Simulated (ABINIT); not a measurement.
# A GW chain in ABINIT: SiO2 (P3_221), part 3 of 3

Wanted: ground state, empty states, screening and self-energy for SiO2 (P3_221).

ABINIT 10.8.3; PBE and many-body steps on it, plane waves. Known limits of the many-body steps: not at the basis limit; coarse k mesh.

So far. Step 4 (Empty states on the mesh, 3×3×2 mesh, 584 bands): On this mesh the gap is 6.031 eV. Step 5 (Screening, 3×3×2 mesh, 532 bands, screening to 274.8 eV): Local fields lower ε∞ by 9 %. On a Γ-centred mesh this coarse the value itself is usually too large, while a short band sum pulls it down.

### 6. Self-energy, 3×3×2 mesh, 532 bands, screening to 274.8 eV

The self-energy is evaluated for the states that the input lists, and the levels follow from it, in one-shot runs by the linearised quasiparticle equation.

This step: G0W0 on PBE, plane waves, norm-conserving pseudopotentials.

Contents of run.abi:

```
acell 3*1.0 Angstrom
rprim 
  4.916359999971 0.000000000007 0.000000000000
  -2.458179999991 4.257692654122 0.000000000000
  0.000000000000 0.000000000000 5.408400000000
ntypat 2
znucl 14 8
natom 9
typat 1 1 1 2 2 2 2 2 2
xred 
  0.469730000000 0.000000000000 0.666666666667
  0.000000000000 0.469730000000 0.333333333333
  0.530270000000 0.530270000000 -0.000000000000
  0.413540000000 0.267580000000 0.785580000000
  0.732420000000 0.145960000000 0.452246666667
  0.854040000000 0.586460000000 0.118913333333
  0.267580000000 0.413540000000 0.214420000000
  0.145960000000 0.732420000000 0.547753333333
  0.586460000000 0.854040000000 0.881086666667
pp_dirpath "pseudos"
pseudos "Si.upf, O.upf"
ecut 36
ngkpt 3 3 2
nshiftk 1
shiftk 0 0 0
kptopt 1
chksymbreak 0
istwfk *1
occopt 1
irdwfk 1
optdriver 4
nband 532
gwcalctyp 0
ecutsigx 36
symsigma 1
nkptgw 3
kptgw 
  0.3333333333 0.3333333333 0.0000000000
  0.0000000000 0.0000000000 0.0000000000
  0.0000000000 0.0000000000 0.5000000000
bdgw 
  22 26
  23 27
  22 26
ecuteps 10.1
irdscr 1
ppmodel 1
indata_prefix "in"
outdata_prefix "out"
tmpdata_prefix "tmp"
```

Run with:

```console
$ OMP_NUM_THREADS=1 mpirun -n 4 abinit run.abi > log
```

Numbers of over 12 decimals in the logs are rounded to 6 here.

Output:

```text
.Version 10.8.3 of ABINIT. v10.8.2 released Aug 2026.

 Symmetries : space group P3_2 2 1 (#154); Bravais hP (primitive hexag.)
[... echo of the input left out ...]
== DATASET  1 ==================================================================
-   mpi_nproc: 4, omp_nthreads: 1 (-1 if OMP is not activated)

--- !DatasetInfo
iteration_state: {dtset: 1, }
dimensions: {natom: 9, nkpt: 6, mband: 532, nsppol: 1, nspinor: 1, nspden: 1, mpw: 7935, }
cutoff_energies: {ecut:  36.0, pawecutdg:  -1.0, }
electrons: {nelect:   4.80000000E+01, charge:   0.00000000E+00, occopt:   1.00000000E+00, tsmear:   1.00000000E-02, }

 SIGMA: Calculation of the GW corrections

 Based on a program developped by R.W. Godby, V. Olevano, G. Onida, and L. Reining.
 Incorporated in ABINIT by V. Olevano, G.-M. Rignanese, and M. Torrent.
.Using double precision arithmetic ; gwpc =  8

[... cell and pseudopotentials left out ...]
--------------------------------------------------------------------------------

 ==== K-mesh for the wavefunctions ====
 Number of points in the irreducible wedge :     6
[... list of points left out ...]
 Together with  6 symmetry operations and time-reversal symmetry
 yields    18 points in the full Brillouin Zone.

 ==== Q-mesh for screening function ====
 Number of points in the irreducible wedge :     6
[... list of points left out ...]
 Together with  6 symmetry operations and time-reversal symmetry
 yields    18 points in the full Brillouin Zone.

 vcoul_init : cutoff-mode = AUXILIARY_FUNCTION
 q-points for optical limit:   1
     1)      0.000010    0.000020    0.000030
 setmesh: FFT mesh size selected  =    45x   45x   60
          total number of points  =       121500

 Number of electrons calculated from density =   48.0000; Expected =   48.0000
 average of density, n =  0.062829
 r_s =    1.5605
 omega_plasma =   24.1788 [eV]

 === KS Band Gaps ===
  >>>> For spin  1
   Minimum direct gap =   6.3458 [eV], located at k-point      :   0.0000  0.0000  0.0000
   Fundamental gap    =   6.0307 [eV], Top of valence bands at :   0.3333  0.3333  0.0000
                                       Bottom of conduction at :   0.0000  0.0000  0.0000
 SIGMA fundamental parameters:
 PLASMON POLE MODEL  1
 number of plane-waves for SigmaX                 7935
 number of plane-waves for SigmaC and W           1155
 number of plane-waves for wavefunctions          7935
 number of bands                                   532
 number of independent spin polarizations            1
 number of spinorial components                      1
 number of k-points in IBZ                           6
 number of q-points in IBZ                           6
 number of symmetry operations                       6
 number of k-points in BZ                           18
 number of q-points in BZ                           18
 number of frequencies for dSigma/dE                 9
 frequency step for dSigma/dE [eV]                0.25
 number of omega for Sigma on real axis              0
 max omega for Sigma on real axis  [eV]           0.00
 zcut for avoiding poles [eV]                     0.10

 EPSILON^-1 parameters (SCR file):
 dimension of the eps^-1 matrix on file           1155
 dimension of the eps^-1 matrix used              1155
 number of plane-waves for wavefunctions          7935
 number of bands                                   532
 number of q-points in IBZ                           6
 number of frequencies                               2
 number of real frequencies                          1
 number of imag frequencies                          1

 matrix elements of self-energy operator (all in [eV])

 Perturbative Calculation

--- !SelfEnergy_ee
iteration_state: {dtset: 1, }
kpoint     : [   0.333,    0.333,    0.000, ]
spin       : 1
KS_gap     :    8.938
QP_gap     :   12.094
Delta_QP_KS:    3.156
data: !SigmaeeData |
     Band     E0 <VxcDFT>   SigX SigC(E0)      Z dSigC/dE  Sig(E)    E-E0       E
       22  -0.237 -19.751 -25.563   3.657   0.812  -0.232 -21.501  -1.750  -1.987
       23  -0.237 -19.751 -25.563   3.657   0.812  -0.232 -21.501  -1.750  -1.987
       24   0.197 -20.112 -25.804   3.624   0.812  -0.231 -21.793  -1.681  -1.485
       25   9.135 -12.405  -7.190  -3.492   0.856  -0.168 -10.930   1.475  10.610
       26   9.135 -12.405  -7.190  -3.492   0.856  -0.168 -10.930   1.475  10.610

--- !SelfEnergy_ee
iteration_state: {dtset: 1, }
kpoint     : [   0.000,    0.000,    0.000, ]
spin       : 1
KS_gap     :    6.346
QP_gap     :    9.165
Delta_QP_KS:    2.819
data: !SigmaeeData |
     Band     E0 <VxcDFT>   SigX SigC(E0)      Z dSigC/dE  Sig(E)    E-E0       E
       23  -0.119 -19.538 -25.280   3.591   0.813  -0.230 -21.287  -1.749  -1.867
       24  -0.119 -19.538 -25.280   3.591   0.813  -0.230 -21.287  -1.749  -1.867
       25   6.227 -10.973  -6.515  -3.224   0.867  -0.153  -9.903   1.070   7.297
       26   9.525 -10.460  -5.275  -3.640   0.864  -0.157  -9.125   1.335  10.859
       27   9.525 -10.460  -5.275  -3.640   0.864  -0.157  -9.125   1.335  10.859

--- !SelfEnergy_ee
iteration_state: {dtset: 1, }
kpoint     : [   0.000,    0.000,    0.500, ]
spin       : 1
KS_gap     :    8.057
QP_gap     :   11.110
Delta_QP_KS:    3.054
data: !SigmaeeData |
     Band     E0 <VxcDFT>   SigX SigC(E0)      Z dSigC/dE  Sig(E)    E-E0       E
       22  -0.016 -19.911 -25.684   3.649   0.812  -0.231 -21.635  -1.724  -1.741
       23  -0.016 -19.911 -25.684   3.649   0.812  -0.231 -21.635  -1.724  -1.741
       24   0.108 -19.968 -25.709   3.635   0.812  -0.231 -21.678  -1.710  -1.602
       25   8.165 -12.304  -7.456  -3.283   0.859  -0.165 -10.960   1.344   9.509
       26   8.165 -12.304  -7.456  -3.283   0.859  -0.165 -10.960   1.344   9.509

== END DATASET(S) ==============================================================
================================================================================

 -outvars: echo values of variables after computation  --------
           etotal      0.0000000000E+00
            nband         532
             nkpt           6
          spgroup         154
 [... the other variables as echoed above ...]

 Calculation completed.
```

It took 14 min on 4 MPI ranks of Arm Neoverse V1, shared host; peak memory 5.7 GiB.

Numbers from this step:

```yaml
g0w0_gap_on_the_points_computed: 8.782 eV
starting_gap_on_the_mesh: 6.031 eV
k_of_the_valence_top: 0.3333, 0.3333, 0
k_of_the_conduction_bottom: 0, 0, 0
z_at_the_valence_top: 0.812
z_at_the_conduction_bottom: 0.867
least_direct_g0w0_gap_on_the_computed_points: 9.164 eV
```

The gap on the mesh goes from 6.03 eV to 8.78 eV, a correction of +2.75 eV.

Limits: finite bands, cutoff and mesh; coarse k mesh. v1 is the top filled band, c1 the lowest empty one. The levels before and after the correction (eV, zero at the valence-band top of each column):

```csv
,conduction bottom,valence top
Kohn-Sham,6.03,0.00
G0W0,8.78,0.00
```

```csv
,level,energy (eV)
Kohn-Sham,(0.333 0.333 0) v3-v2,-0.434
Kohn-Sham,(0.333 0.333 0) v1,0.000
Kohn-Sham,(0.333 0.333 0) c1-c2,8.938
Kohn-Sham,Γ v2-v1,-0.315
Kohn-Sham,Γ c1,6.031
Kohn-Sham,Γ c2-c3,9.328
G0W0,(0.333 0.333 0) v3-v2,-0.502
G0W0,(0.333 0.333 0) v1,0.000
G0W0,(0.333 0.333 0) c1-c2,12.095
G0W0,Γ v2-v1,-0.382
G0W0,Γ c1,8.782
G0W0,Γ c2-c3,12.344
```

### 7. Where the time went

Times are wall times on 4 MPI ranks of Arm Neoverse V1, shared host, good to a factor of about two.

```csv
step,time,share,memory (GiB)
ground state,83 s,3 %,0.48
bands along the symmetry lines,61 s,2 %,0.47
empty states on the mesh,16 min,32 %,0.8
screening,17 min,35 %,4.4
self-energy,14 min,27 %,5.7
```

### 8. Outcome

| Item | Value |
| --- | --- |
| PBE gap | 6.03 eV, indirect |
| G0W0 gap on the mesh | 8.78 eV |
| GW settings | 3×3×2 mesh, 532 bands, screening to 274.8 eV, Godby-Needs plasmon pole |
| known limits | not at the basis limit; coarse k mesh |

G0W0 moves the gap on the mesh from 6.03 eV to 8.78 eV (+2.75 eV), with Z of 0.81 and 0.87 at the edges. Local fields lower the RPA ε∞ on this mesh from 2.55 to 2.32; a Γ-centred mesh this coarse tends to raise both, most where the direct gap is narrow, while a short band sum lowers them. Only 3 of the mesh's irreducible points were corrected, so a valley elsewhere could overtake. Bands and cutoff are finite, so the gap is not at the basis limit. The miss can reach some tenths of an eV and take either sign; the mesh is an error of its own. In the G0W0 run levels were corrected at 3 k points alone, so a gap called «on the mesh» is the least over those, and an edge elsewhere would be missed. The 3×3×2 mesh is coarse for this cell, which bears on the long-range parts of exchange and screening.

[Paths, hosts, dates, memory and timing lines, banners, echoed tables and standing remarks are left out of the program output.]

[Logs are printed without paths, hosts, clocks, repeated set-up lines and the standing remarks that a program may print on its own settings, such as how far it seeks lower states.]

[Runs of the session that timed out or met a known fault of the program may be left out.]

[Hosts, paths, dates, database ids (printed as entryN), source tags and the programs' standing remarks are cut or masked in the printed files.]

[G0W0 gaps are taken among the corrected bands and points alone; a level outside them can change the order at an edge.]

[Where Ansatz stands beside ABINIT at settings called matched, ABINIT's density can come from a denser mesh and the files from another edition; pairs whose starting gaps differed by over 0.03 eV were left out, so agreement reads better than it is.]
